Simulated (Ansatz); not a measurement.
# Meshes and cutoff for the phonons of LiF (Griceite, Fm-3m), part 2 of 3

Wanted: convergence of the phonons of LiF (Griceite, Fm-3m) against cost.

Ansatz 0.2.0; DFT LDA, scalar-relativistic, plane waves, PAW.

So far, highest frequency on the path or at a solved wavevector (cm⁻¹): step 3 (the dispersion) 668; step 4 (q mesh 2×2×2) 668. The relaxed cell has a = 3.909 Å (conventional setting).

### Step 8. Another k mesh, k-mesh 4×4×4, q mesh 2×2×2

The k mesh is changed to 4×4×4 on a small fixed q mesh, to find the coarsest that serves.

input.yaml

```yaml
crystal:
  lattice:
    - [0.0, 1.9544544205, 1.9544544205]
    - [1.9544544205, 0.0, 1.9544544205]
    - [1.9544544205, 1.9544544205, 0.0]
  atoms:
    - { symbol: Li, position: [0.0, 0.0, 0.0] }
    - { symbol: F, position: [0.5, 0.5, 0.5] }
kpoints:
  mp_grid: { grid: [4, 4, 4] }
hamiltonian:
  xc: lda
scf:
  occupations: { method: fixed }
output:
  eigenvalues: true
phonons:
  method: dfpt
  dielectric: true
  rigid_motions: translations
  qmesh: [2, 2, 2]
  temperatures: { t_max: 1000, t_step: 50 }
  qpath:
    path:
      - [[0.0, 0.0, 0.0], [0.5, 0.0, 0.5], [0.625, 0.25, 0.625]]
      - [[0.375, 0.375, 0.75], [0.0, 0.0, 0.0], [0.5, 0.5, 0.5], [0.5, 0.25, 0.75], [0.5, 0.0, 0.5]]
    npoints: 10
```

The run is started by

```
ansatz run input.yaml --threads 4 --pin off --max-ram 7168MiB --backend cpu --events-out ev --progress --plain --runs-dir out
```

Numbers of over 12 decimals in the logs are rounded to 6 here.

What it wrote:

```text
[...]
Crystal: 2 atoms, lattice volume = 14.932 Å³
Basis set: ecut = 420 eV, 283 PW (Γ), exchange–correlation on 40×40×40 points (8 copies of the dense FFT grid, shifted against one another)
Bands: 9, of which v1, the nominal top of the filled ones, is band 5 counted from 1 (4 counted from 0)
Symmetry: 48 space group operations
k-points: 13 of 64 (irreducible under 8 space group operations, time reversal used)
[...]
SCF iter   1: F=—  HF=-998.715433 eV  |F-HF|=—  |Δ(HF+E_count)|=         —  Δρ=2.22e-2  dr2=4.89e-2  ethr=1.77e-3  ⟨swp⟩=3.7  Hψ=626  notcnv=0  defer=22
[...]
SCF iter   7: F=-998.694272 eV  HF=-998.694272 eV  |F-HF|=1.48e-12  |Δ(HF+E_count)|=  2.10e-10  Δρ=2.17e-7  dr2=2.88e-12  ethr=1.00e-12  ⟨swp⟩=5.7  Hψ=540  notcnv=0
SCF 1 converged in 7 iterations: F = -998.694272 eV  dr2 = 2.88e-12
[...]
DFPT response loops at Γ: preconditioner auto → none (the input reference at scf.mixing.eps_inf says where Resta's filter doesn't serve); β = 0.50; Broyden in place of MSR1
── the response to a field inside a basis, on 4×4×4 k-points: an SCF that follows is theirs, and a resumed run solves both again ──
Bands: 6, of which v1, the nominal top of the filled ones, is band 5 counted from 1 (4 counted from 0)
k-points: 10 of 64 (irreducible under 12 space group operations)
[...]
Eigensolver: Dense (10 Hₖ)
SCF iter   1: F=—  HF=-998.702709 eV  |F-HF|=—  |Δ(HF+E_count)|=         —  Δρ=1.38e-3  dr2=3.64e-5  ethr=1.00e-1
[...]
SCF iter   4: F=-998.702696 eV  HF=-998.702696 eV  |F-HF|=3.10e-9  |Δ(HF+E_count)|=   1.58e-6  Δρ=1.73e-5  dr2=1.09e-8  ethr=4.65e-8
SCF 1 converged in 4 iterations: F = -998.702696 eV  dr2 = 1.09e-8
[...]
SCF converged after 7 iterations
Free energy (F): -998.694272 eV
[...]
Internal energy: -998.694272 eV  (E = F + TS)
E sigma→0 (E₀):  -998.694272 eV
Fermi energy:    1.354248 eV
[...]
--- Band table (eV; the first three rows and the last of 13) ---
[...]
--- Phonons (Γ-DFPT): 2 representative perturbations + reference, on 13 of 64 k-points (Σ response iterations 6) ---
  k mesh reduced under 8 symmetry operations, with k and −k counted as one. Each operation leaves every solved perturbation unchanged. A smaller set is not considered because the run solves the response to a homogeneous field
  ASR residual: 5.788e-5 → 0.000e0 eV/Å²; symmetrization residual: 2.141e-7 eV/Å²
  ASR residual per site (eV/Å²): 1.87e-5 5.79e-5
  Γ frequencies (cm⁻¹): 0.00 0.00 0.00 338.64 338.64 338.64
  ε∞ (high-frequency dielectric tensor):
        2.118718    -0.000000     0.000000
       -0.000000     2.118718    -0.000000
        0.000000    -0.000000     2.118718
  ε⁰ (static dielectric tensor: ions relaxed, cell fixed):
        8.237704     0.000000     0.000000
        0.000000     8.237704    -0.000000
        0.000000    -0.000000     8.237704
  ε⁰ − ε∞ (ionic part):
        6.118985     0.000000     0.000000
        0.000000     6.118985     0.000000
        0.000000     0.000000     6.118985
  softest optical mode at Γ: 338.64 cm⁻¹; the repairs (sum rule, projections) moved no ω² at Γ by more than (0.94 cm⁻¹)²
  Born effective charges Z* (e; rows j = field, columns β = displacement):
    site 0:
         1.04036    0.00000    0.00000
        -0.00000    1.04036   -0.00000
        -0.00000   -0.00000    1.04036
    site 1:
        -1.04036   -0.00000   -0.00000
         0.00000   -1.04036    0.00000
         0.00000    0.00000   -1.04036
  Z* charge neutrality: 2.445e-4 e pre-enforcement
  solved inside a basis spanned on kpoints, on 4×4×4 k-points, its susceptibility summed on 10×10×10: ε∞ is read to err by 3.6e-3, Z* by 7.6e-3 e (field_mesh: kpoints solves on kpoints); Z* is corrected for what the basis lacks
  optical modes at Γ without the LO–TO term, one row a degenerate level:
      ω (cm⁻¹)  modes    IR ((D/Å)²/amu)
        338.64      3            14.7374
  optical modes at Γ + LO–TO along q̂ = [1.0000, 0.0000, 0.0000]:
      ω (cm⁻¹)  modes    IR ((D/Å)²/amu)
        338.64      2             9.8249
        667.73      1             4.9125
  optical modes at Γ + LO–TO along q̂ = [0.0000, 1.0000, 0.0000]:
      ω (cm⁻¹)  modes    IR ((D/Å)²/amu)
        338.64      2             9.8249
        667.73      1             4.9125
  optical modes at Γ + LO–TO along q̂ = [0.0000, 0.0000, 1.0000]:
      ω (cm⁻¹)  modes    IR ((D/Å)²/amu)
        338.64      2             9.8249
        667.73      1             4.9125
--- Phonons (arbitrary-q DFPT): 3 irreducible q on the 2×2×2 mesh ---
[...]
interpolated dispersion: 63 rows × 6 modes
[...]
```

Elapsed: 2.8 s, on 4 threads of Arm Neoverse V1, shared host; peak memory 0.32 GiB.

The run finished; it serves as a test, and its numbers are not taken as the result.

### Step 9. Another k mesh, k-mesh 6×6×6, q mesh 2×2×2

The k mesh is changed to 6×6×6 on a small fixed q mesh, to find the coarsest that serves.

Edit input.yaml of step 8 so:

```diff
@@ -9,3 +9,3 @@
 kpoints:
-  mp_grid: { grid: [4, 4, 4] }
+  mp_grid: { grid: [6, 6, 6] }
 hamiltonian:
```

What it wrote:

```text
[...]
Crystal: 2 atoms, lattice volume = 14.932 Å³
Basis set: ecut = 420 eV, 283 PW (Γ), exchange–correlation on 40×40×40 points (8 copies of the dense FFT grid, shifted against one another)
Bands: 9, of which v1, the nominal top of the filled ones, is band 5 counted from 1 (4 counted from 0)
Symmetry: 48 space group operations
k-points: 30 of 216 (irreducible under 8 space group operations, time reversal used)
[...]
SCF iter   1: F=—  HF=-998.718127 eV  |F-HF|=—  |Δ(HF+E_count)|=         —  Δρ=2.24e-2  dr2=4.99e-2  ethr=1.77e-3  ⟨swp⟩=3.8  Hψ=1487  notcnv=0  defer=50
[...]
SCF iter   7: F=-998.696602 eV  HF=-998.696602 eV  |F-HF|=1.93e-12  |Δ(HF+E_count)|=  2.31e-10  Δρ=1.75e-7  dr2=2.48e-12  ethr=1.00e-12  ⟨swp⟩=5.8  Hψ=1229  notcnv=0
SCF 1 converged in 7 iterations: F = -998.696602 eV  dr2 = 2.48e-12
[...]
SCF converged after 7 iterations
Free energy (F): -998.696602 eV
[...]
Internal energy: -998.696602 eV  (E = F + TS)
E sigma→0 (E₀):  -998.696602 eV
Fermi energy:    1.350371 eV
[...]
--- Band table (eV; the first three rows and the last of 30) ---
[...]
ASR residual: 8.659e-5 → 0.000e0 eV/Å²; symmetrization residual: 4.663e-8 eV/Å²
  ASR residual per site (eV/Å²): 1.43e-5 8.66e-5
  Γ frequencies (cm⁻¹): 0.00 0.00 0.00 339.15 339.15 339.15
  ε∞ (high-frequency dielectric tensor):
        2.117608    -0.000000    -0.000000
        0.000000     2.117608    -0.000000
        0.000000     0.000000     2.117608
  ε⁰ (static dielectric tensor: ions relaxed, cell fixed):
        8.220072    -0.000000    -0.000000
        0.000000     8.220072    -0.000000
        0.000000     0.000000     8.220072
  ε⁰ − ε∞ (ionic part):
        6.102464     0.000000     0.000000
        0.000000     6.102464     0.000000
        0.000000     0.000000     6.102464
[...]
Born effective charges Z* (e; rows j = field, columns β = displacement):
    site 0:
         1.04054    0.00000    0.00000
        -0.00000    1.04054    0.00000
         0.00000    0.00000    1.04054
    site 1:
        -1.04054   -0.00000    0.00000
         0.00000   -1.04054   -0.00000
         0.00000   -0.00000   -1.04054
  Z* charge neutrality: 1.717e-6 e pre-enforcement
  k-mesh period / interband length: 16.6 Å / 0.77 Å = 21.47 at k = (0.0000, 0.0000, -0.5000), direct gap 11.135 eV — 14 or more, which is no proof of convergence
  optical modes at Γ without the LO–TO term, one row a degenerate level:
      ω (cm⁻¹)  modes    IR ((D/Å)²/amu)
        339.15      3            14.7423
  optical modes at Γ + LO–TO along q̂ = [1.0000, 0.0000, 0.0000]:
      ω (cm⁻¹)  modes    IR ((D/Å)²/amu)
        339.15      2             9.8282
        668.21      1             4.9141
  optical modes at Γ + LO–TO along q̂ = [0.0000, 1.0000, 0.0000]:
      ω (cm⁻¹)  modes    IR ((D/Å)²/amu)
        339.15      2             9.8282
        668.21      1             4.9141
  optical modes at Γ + LO–TO along q̂ = [0.0000, 0.0000, 1.0000]:
      ω (cm⁻¹)  modes    IR ((D/Å)²/amu)
        339.15      2             9.8282
        668.21      1             4.9141
--- Phonons (arbitrary-q DFPT): 3 irreducible q on the 2×2×2 mesh ---
[...]
interpolated dispersion: 63 rows × 6 modes
[...]
```

It took 2.1 s on 4 threads; peak memory 0.32 GiB; 6.6 s of CPU time.

The run finished; it serves as a test, and its numbers are not taken as the result.

### Step 10. Another k mesh, k-mesh 8×8×8, q mesh 2×2×2

The k mesh is changed to 8×8×8 on a small fixed q mesh, to find the coarsest that serves.

Edit input.yaml of step 9 so:

```diff
@@ -9,3 +9,3 @@
 kpoints:
-  mp_grid: { grid: [6, 6, 6] }
+  mp_grid: { grid: [8, 8, 8] }
 hamiltonian:
```

What it wrote:

```text
[...]
Crystal: 2 atoms, lattice volume = 14.932 Å³
Basis set: ecut = 420 eV, 283 PW (Γ), exchange–correlation on 40×40×40 points (8 copies of the dense FFT grid, shifted against one another)
Bands: 9, of which v1, the nominal top of the filled ones, is band 5 counted from 1 (4 counted from 0)
Symmetry: 48 space group operations
k-points: 59 of 512 (irreducible under 8 space group operations, time reversal used)
[...]
optical modes at Γ + LO–TO along q̂ = [0.0000, 1.0000, 0.0000]:
      ω (cm⁻¹)  modes    IR ((D/Å)²/amu)
        339.19      2             9.8282
        668.16      1             4.9141
  optical modes at Γ + LO–TO along q̂ = [0.0000, 0.0000, 1.0000]:
      ω (cm⁻¹)  modes    IR ((D/Å)²/amu)
        339.19      2             9.8282
        668.16      1             4.9141
--- Phonons (arbitrary-q DFPT): 3 irreducible q on the 2×2×2 mesh ---
[...]
interpolated dispersion: 63 rows × 6 modes
[...]
[key lines of the parts left out:]
SCF converged after 7 iterations
Free energy (F): -998.696772 eV
Fermi energy:    1.350342 eV
```

Elapsed: 3.5 s, on 4 threads; peak memory 0.37 GiB; 12 s of CPU time.

Frequencies (cm⁻¹) solved at each irreducible wavevector; negative means imaginary. Frequencies by wavevector, by row:

```tsv
q in reciprocal lattice units	star	mode 1	mode 2	mode 3	mode 4	mode 5	mode 6
0 0 0	1	0	0	0	339.2	339.2	339.2
0 0 -0.5	4	230.8	230.8	316.9	316.9	397.8	624.9
0 -0.5 -0.5	3	253.1	253.1	375.9	376.3	376.3	481.9
```

The highest optical mode at the zone centre (no LO-TO term) is 339.2 cm⁻¹, -0.0 cm⁻¹ against the base run.

### Step 11. Another k mesh, q mesh 2×2×2

The k mesh is changed to 12×12×12 on a small fixed q mesh, to find the coarsest that serves.

Edit input.yaml of step 10 so:

```diff
@@ -9,3 +9,3 @@
 kpoints:
-  mp_grid: { grid: [8, 8, 8] }
+  mp_grid: { grid: [12, 12, 12] }
 hamiltonian:
```

What it wrote:

```text
[...]
Crystal: 2 atoms, lattice volume = 14.932 Å³
Basis set: ecut = 420 eV, 283 PW (Γ), exchange–correlation on 40×40×40 points (8 copies of the dense FFT grid, shifted against one another)
Bands: 9, of which v1, the nominal top of the filled ones, is band 5 counted from 1 (4 counted from 0)
Symmetry: 48 space group operations
k-points: 163 of 1728 (irreducible under 8 space group operations, time reversal used)
[...]
optical modes at Γ + LO–TO along q̂ = [0.0000, 1.0000, 0.0000]:
      ω (cm⁻¹)  modes    IR ((D/Å)²/amu)
        339.20      2             9.8282
        668.16      1             4.9141
  optical modes at Γ + LO–TO along q̂ = [0.0000, 0.0000, 1.0000]:
      ω (cm⁻¹)  modes    IR ((D/Å)²/amu)
        339.20      2             9.8282
        668.16      1             4.9141
--- Phonons (arbitrary-q DFPT): 3 irreducible q on the 2×2×2 mesh ---
[...]
interpolated dispersion: 63 rows × 6 modes
[...]
[key lines of the parts left out:]
SCF converged after 7 iterations
Free energy (F): -998.696941 eV
Fermi energy:    1.350765 eV
```

Elapsed: 8.9 s, on 4 threads; peak memory 0.43 GiB.

The highest optical mode at the zone centre (no LO-TO term) is 339.2 cm⁻¹, +0.0 cm⁻¹ against the base run.

### Step 12. Another k mesh, k-mesh 18×18×18, q mesh 2×2×2

The k mesh is changed to 18×18×18 on a small fixed q mesh, to find the coarsest that serves.

Edit input.yaml of step 11 so:

```diff
@@ -9,3 +9,3 @@
 kpoints:
-  mp_grid: { grid: [12, 12, 12] }
+  mp_grid: { grid: [18, 18, 18] }
 hamiltonian:
```

What it wrote:

```text
[...]
Crystal: 2 atoms, lattice volume = 14.932 Å³
Basis set: ecut = 420 eV, 283 PW (Γ), exchange–correlation on 40×40×40 points (8 copies of the dense FFT grid, shifted against one another)
Bands: 9, of which v1, the nominal top of the filled ones, is band 5 counted from 1 (4 counted from 0)
Symmetry: 48 space group operations
k-points: 480 of 5832 (irreducible under 8 space group operations, time reversal used)
[...]
optical modes at Γ + LO–TO along q̂ = [0.0000, 1.0000, 0.0000]:
      ω (cm⁻¹)  modes    IR ((D/Å)²/amu)
        339.20      2             9.8282
        668.16      1             4.9141
  optical modes at Γ + LO–TO along q̂ = [0.0000, 0.0000, 1.0000]:
      ω (cm⁻¹)  modes    IR ((D/Å)²/amu)
        339.20      2             9.8282
        668.16      1             4.9141
--- Phonons (arbitrary-q DFPT): 3 irreducible q on the 2×2×2 mesh ---
[...]
interpolated dispersion: 63 rows × 6 modes
[...]
[key lines of the parts left out:]
SCF converged after 7 iterations
Free energy (F): -998.696941 eV
Fermi energy:    1.351574 eV
```

Elapsed: 23 s, on 4 threads; peak memory 0.77 GiB.

The highest optical mode at the zone centre (no LO-TO term) is 339.2 cm⁻¹, +0.0 cm⁻¹ against the base run.

### Step 13. Side by side

Times are for 4 threads of Arm Neoverse V1, shared host. The runs compared:

```tsv
no.	k-mesh	lowest mode on the q mesh (acoustic modes at Γ apart) (cm⁻¹)	highest frequency on the path or at a solved wavevector (cm⁻¹)	time	memory (GiB)
1	8×8×8	230.8	668.2	3.5 s	0.37
2	12×12×12	230.9	668.2	8.9 s	0.43
3	18×18×18	230.9	668.2	23 s	0.77
```

The runs together. Table of phonon density of states by wavenumber; read off at these points; values in 1/cm⁻¹/cell:

```tsv
wavenumber (cm⁻¹)	8×8×8	12×12×12 = 18×18×18
5	0	0
35	1.1e-4	1.1e-4
65	4.3e-4	4.3e-4
95	0.001	9.9e-4
135	0.00231	0.00231
165	0.00404	0.00403
195	0.00719	0.00719
225	0.0164	0.0164
245	0.0280	0.0281
255	0.0227	0.0227
285	0.0107	0.0107
315	0.0244	0.0244
355	0.0413	0.0413
385	0.0210	0.0210
415	0.00808	0.00808
445	0.00117	0.00117
475	0.00495	0.00495
505	0.0045	0.0045
535	0.00477	0.00477
575	0.00537	0.00537
605	0.00589	0.00589
615	0.00609	0.00609
635	0.00441	0.00441
665	0.00107	0.00107
```

The runs together, line C_V. Table of C_V, 8×8×8 = 12×12×12 = 18×18×18 by temperature:

```tsv
temperature (K)	C_V, 8×8×8 = 12×12×12 = 18×18×18 (J/mol-atom/K)
0	0
50	0.777
100	5.79
150	11.4
200	15.3
250	18.0
300	19.7
350	20.9
400	21.7
450	22.3
500	22.8
550	23.2
600	23.4
650	23.6
700	23.8
750	23.9
800	24.1
850	24.2
900	24.2
950	24.3
1000	24.4
```

### Step 14. Another cutoff, cutoff 170 eV, q mesh 2×2×2

The cutoff is set to 170 eV on a small fixed q mesh.

Edit input.yaml of step 12 so:

```diff
@@ -9,3 +9,3 @@
 kpoints:
-  mp_grid: { grid: [18, 18, 18] }
+  mp_grid: { grid: [12, 12, 12] }
 hamiltonian:
@@ -18,4 +18,2 @@
   method: dfpt
-  dielectric: true
-  rigid_motions: translations
   qmesh: [2, 2, 2]
@@ -27 +25,3 @@
     npoints: 10
+basis:
+  ecutwfc: 170
```

What it wrote:

```text
Warning: basis.ecutwfc = 170 eV is below the records' recommended 420 eV, and the density's cutoff is lower with it unless basis.ecutrho_ratio is high enough to keep the records' density cutoff: compare with a run at a higher cutoff
[...]
Crystal: 2 atoms, lattice volume = 14.932 Å³
Basis set: ecut = 170 eV, 65 PW (Γ), exchange–correlation on 24×24×24 points (8 copies of the dense FFT grid, shifted against one another)
Bands: 9, of which v1, the nominal top of the filled ones, is band 5 counted from 1 (4 counted from 0)
Symmetry: 48 space group operations
k-points: 72 of 1728
[...]
SCF iter   1: F=—  HF=-980.420474 eV  |F-HF|=—  |Δ(HF+E_count)|=         —  Δρ=4.23e-1  dr2=1.07e1  ethr=1.77e-3  ⟨swp⟩=3.2  Hψ=3262  notcnv=0  defer=136
[...]
SCF iter   8: F=-975.613727 eV  HF=-975.613727 eV  |F-HF|=3.41e-13  |Δ(HF+E_count)|=  1.36e-12  Δρ=1.31e-8  dr2=7.50e-15  ethr=1.00e-12  ⟨swp⟩=4.1  Hψ=1983  notcnv=0
SCF 1 converged in 8 iterations: F = -975.613727 eV  dr2 = 7.50e-15
[...]
k-points: 163 of 1728 (irreducible under 8 space group operations, time reversal used)
[...]
SCF iter   2: F=-975.613727 eV  HF=-975.613727 eV  |F-HF|=1.14e-13  |Δ(HF+E_count)|=  6.65e-11  Δρ=1.10e-8  dr2=1.07e-14  ethr=1.00e-12  ⟨swp⟩=3.6  Hψ=4925  notcnv=0
SCF 2 converged in 2 iterations: F = -975.613727 eV  dr2 = 1.07e-14
[...]
SCF converged after 8 iterations
Free energy (F): -975.613727 eV
[...]
Internal energy: -975.613727 eV  (E = F + TS)
E sigma→0 (E₀):  -975.613727 eV
Fermi energy:    3.003246 eV
[...]
--- Band table (eV; the first three rows and the last of 72) ---
[...]
ASR residual: 2.760e-6 → 0.000e0 eV/Å²; symmetrization residual: 1.420e-7 eV/Å²
  ASR residual per site (eV/Å²): 1.01e-6 2.76e-6
  Γ frequencies (cm⁻¹): 0.00 0.00 0.00 652.04 652.04 652.04
  Unit cell's response to a homogeneous field, on a k mesh of 12×12×12: 1 representative field direction (Σ response iterations 5)
  ε∞ (high-frequency dielectric tensor):
        2.139551    -0.000000    -0.000000
        0.000000     2.139551    -0.000000
        0.000000     0.000000     2.139551
  ε⁰ (static dielectric tensor): not given — the deck does not say what the cell's rigid motions are, and on a molecule in a box or a wire the rigid rotations would enter the sum over the modes at Γ. For a crystal or a slab, whose only rigid motions are the translations, set phonons.rigid_motions: translations.
  Born effective charges Z* (e; rows j = field, columns β = displacement):
    site 0:
         1.01016    0.00000    0.00000
        -0.00000    1.01016    0.00000
         0.00000   -0.00000    1.01016
    site 1:
        -1.01016   -0.00000    0.00000
         0.00000   -1.01016   -0.00000
         0.00000    0.00000   -1.01016
  Z* charge neutrality: 3.657e-6 e pre-enforcement
[...]
optical modes at Γ without the LO–TO term, one row a degenerate level:
      ω (cm⁻¹)  modes    IR ((D/Å)²/amu)
        652.04      3            13.8940
  optical modes at Γ + LO–TO along q̂ = [1.0000, 0.0000, 0.0000]:
      ω (cm⁻¹)  modes    IR ((D/Å)²/amu)
        652.04      2             9.2627
        856.94      1             4.6313
  optical modes at Γ + LO–TO along q̂ = [0.0000, 1.0000, 0.0000]:
      ω (cm⁻¹)  modes    IR ((D/Å)²/amu)
        652.04      2             9.2627
        856.94      1             4.6313
  optical modes at Γ + LO–TO along q̂ = [0.0000, 0.0000, 1.0000]:
      ω (cm⁻¹)  modes    IR ((D/Å)²/amu)
        652.04      2             9.2627
        856.94      1             4.6313
--- Phonons (arbitrary-q DFPT): 3 irreducible q on the 2×2×2 mesh ---
[...]
interpolated dispersion: 63 rows × 6 modes
[...]
zero-point energy: 0.130350 eV/cell   skipped modes (ω ≤ 0): 1379, of them read as no rigid motion or as one in doubt: 1376 (2.243e0 modes/cell left out, lowest -391.73 cm⁻¹)   left out of the sums: 3.74e-1 of the cell's modes: C_V's classical limit lies that fraction below 3 k_B per atom; for a crystal, a wire or a layer, F and S can be off by more, and a phonons.interpolated_qmesh denser along its periods is the remedy for the sampling
```

The job ended after 4.6 s (4 threads; peak memory 0.42 GiB).

The run finished; it serves as a test, and its numbers are not taken as the result.

(Continued in part 3 of 3.)

[Logs are printed without paths, hosts, clocks, repeated set-up lines and the standing remarks that a program may print on its own settings, such as how far it seeks lower states.]

[Hosts, paths, dates, database ids (printed as entryN), source tags and the programs' standing remarks are cut or masked in the printed files.]
